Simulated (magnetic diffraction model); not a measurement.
# Magnetic neutron pattern of VP2Se6

Space group P1 (no. 1), a = 7.1700 Å, b = 7.2460 Å, c = 11.9969 Å, α = 101.04°, β = 100.34°, γ = 110.23°.

```csv
site,atom,x,y,z
1a,Se,0.9174,0.4597,0.3542
1a,Se,0.4330,0.8800,0.3551
1a,Se,0.1016,0.6510,0.7311
1a,Se,0.6348,0.0666,0.7270
1a,Se,0.3219,0.3818,0.2332
1a,Se,0.9041,0.8442,0.2317
1a,Se,0.8241,0.2752,0.0334
1a,Se,0.2172,0.7616,0.0376
1a,Se,0.0133,0.9696,0.5397
1a,Se,0.5233,0.5611,0.5362
1a,Se,0.7171,0.6632,0.8550
1a,Se,0.1355,0.1931,0.8562
1a,V,0.1022,0.6020,0.1998
1a,V,0.8551,0.8544,0.7041
1a,P,0.8499,0.7348,0.3803
1a,P,0.9810,0.6127,0.8795
1a,P,0.8974,0.2700,0.8779
1a,P,0.5221,0.6478,3/8
```

The compound is invented for this exercise: a known structure type with other elements, its cell scaled to their sizes and not relaxed.

Only V is taken to order (form factors of V2+); orders and moment sizes are assumed, and not adapted to the symmetry. Radiation: neutrons of λ = 4.2 Å, 5° to 50°; isotropic B of 0.56 Å² (Se), 0.56 Å² (V) and 0.74 Å² (P). The intensities are simulated: I ∝ L Σ (|F_N|² + |F_M⊥|²) for unpolarised neutrons, with F_M = 2.695 fm/μB × Σ f(s) S exp(2πi Q·r) exp(−B s²) at Q = H ± k (one set where k and −k are equivalent), only the part normal to Q counting and L = 1/(sin²θ cos θ). For collinear order S is the moment m, which repeats by lattice and centring translations R with the sign exp(−2πi k·R). Form factors are spin-only for 3d ions and dipole or tabulated for f ions, scattering lengths are Sears's of 1992, and absorption is left out. A label names one of the reflections at its angle. The strongest nuclear line in the range is 100, and lines under 0.2 are left out.

Assume the order k = (1/2 0 0), collinear moments along [110], 2.35 μB on V; signs + at (0.1022, 0.6020, 0.1998), − at (0.8551, 0.8544, 0.7041).

Q: Where does magnetic intensity appear, and how strong is it?

```csv
2θ (°),index,nuclear,magnetic
18.64,(1/2 0 0),0.0,25.4
24.35,(1/2 0 -1),0.0,4.4
32.11,(1/2 0 1),0.0,2.6
34.60,(1/2 -1 0),0.0,2.5
37.48,(0 1 0),61.3,0.0
37.77,(0 1 -1),58.8,0.0
37.80,(1 0 0),60.6,0.0
38.01,(1/2 -1 1),0.0,12.6
38.22,(1 0 -1),63.3,0.0
41.61,(1 -1 0),0.3,0.0
42.48,(1/2 0 -2),0.0,10.1
43.45,(0 0 2),100.0,0.0
43.84,(-1/2 1 1),0.0,9.8
47.12,(1 -1 1),37.3,0.0
47.33,(-1 1 1),35.4,0.0
48.72,(0 1 1),13.6,0.0
48.76,(1/2 1 0),0.0,1.2
48.88,(1 0 1),15.7,0.0
49.44,(0 1 -2),14.5,0.0
49.90,(1 0 -2),14.6,0.0
```

The strongest magnetic line in the range is (1/2 0 0) at 18.64° (25.4). On top of the Lorentz factor, which all lines share, magnetic lines fade with angle because f falls: for V2+ it is 0.86, 0.58, 0.32 and 0.06 at sin θ/λ = 0.1, 0.2, 0.3 and 0.5 Å⁻¹, while nuclear lengths stay constant. The order has no net moment.

[Logs are printed without paths, hosts, clocks, repeated set-up lines and the standing remarks that a program may print on its own settings, such as how far it seeks lower states.]
